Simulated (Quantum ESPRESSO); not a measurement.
The S K edge of atom 3 in Nd2SO2 (P-3m1), with 6 Nd at 3.01 Å (distorted octahedral, site symmetry -3m), was computed in 2 ways: full core hole (charged cell) and no core hole. Program and functional: Quantum ESPRESSO XSpectra, LDA, without spin-orbit coupling, Lorentzian half width 0.3 eV up to 4 eV, rising linearly to 2.5 eV at 25 eV; cells of 5 and 15 atoms (the run without a hole in the smaller).

Each run is counted from its own lowest empty level or Fermi level and scaled to a mean of 1 over its first 20 eV. (XSpectra's own axis starts at xe0, in the gap; it has been shifted.)

```tsv
E (eV)	run 1	run 2
-2.0	0.03	0.03
-1.4	0.03	0.04
-0.8	0.04	0.05
-0.2	0.06	0.07
0.4	0.11	0.12
1.0	0.17	0.19
1.6	0.27	0.34
2.2	0.61	0.91
2.8	0.90	1.29
3.4	1.10	1.50
4.0	1.18	1.56
4.6	1.41	1.75
5.2	1.55	1.72
5.8	1.62	1.53
6.4	1.50	1.37
7.0	1.42	1.27
7.6	1.46	1.19
8.2	1.36	1.10
8.8	1.28	1.07
9.4	1.24	1.03
10.0	1.14	0.93
10.6	1.00	0.83
11.2	0.93	0.81
11.8	0.91	0.81
12.4	0.90	0.83
13.0	0.90	0.86
13.6	0.92	0.90
14.2	0.94	0.92
14.8	0.96	0.93
15.4	0.96	0.93
16.0	0.95	0.92
16.6	0.94	0.91
17.2	0.92	0.90
17.8	0.91	0.90
18.4	0.90	0.91
19.0	0.90	0.92
19.6	0.91	0.92
20.2	0.91	0.92
20.8	0.91	0.92
21.4	0.91	0.91
22.0	0.90	0.90
22.6	0.89	0.89
23.2	0.87	0.89
23.8	0.86	0.89
24.4	0.86	0.89
25.0	0.85	0.90
25.6	0.85	0.91
26.2	0.86	0.92
26.8	0.87	0.95
27.4	0.89	0.98
28.0	0.92	1.01
28.6	0.95	1.04
29.2	0.98	1.06
29.8	1.01	1.07
30.4	1.02	1.06
31.0	1.03	1.05
31.6	1.02	1.03
```

**Question.** Which run is which?

Run 1: no core hole (area from −2 to 6 eV 5.3, main maxima 5.7 eV (1.63), 7.6 eV (1.46) and 15.3 eV (0.96)). Run 2: full core hole (charged cell) (area from −2 to 6 eV 6.5, main maxima 4.9 eV (1.79) and 15.5 eV (0.93)). With each curve scaled to its own mean, the area from −2 to 6 eV with the hole is 6.5 against 5.3, and the centre of weight from −1 to 20 eV moves by -0.4 eV: the hole pulls the absorber's empty states down.

[Banner, clock and machine lines of the logs are left out without a mark of their own.]

[Logs are printed without paths, hosts, clocks, repeated set-up lines and the standing remarks that a program may print on its own settings, such as how far it seeks lower states.]

[Hosts, paths, dates, database ids (printed as entryN), source tags and the programs' standing remarks are cut or masked in the printed files.]

[Lists of maxima count a maximum above −3 eV only where it reaches 4 % of the highest in the window and stands out from its surroundings by 2 % of it (1.5 % where it reaches 55 %); shoulders and weaker maxima are passed over, and of the rest the first, up to two pre-edge ones and the few strongest are named.]
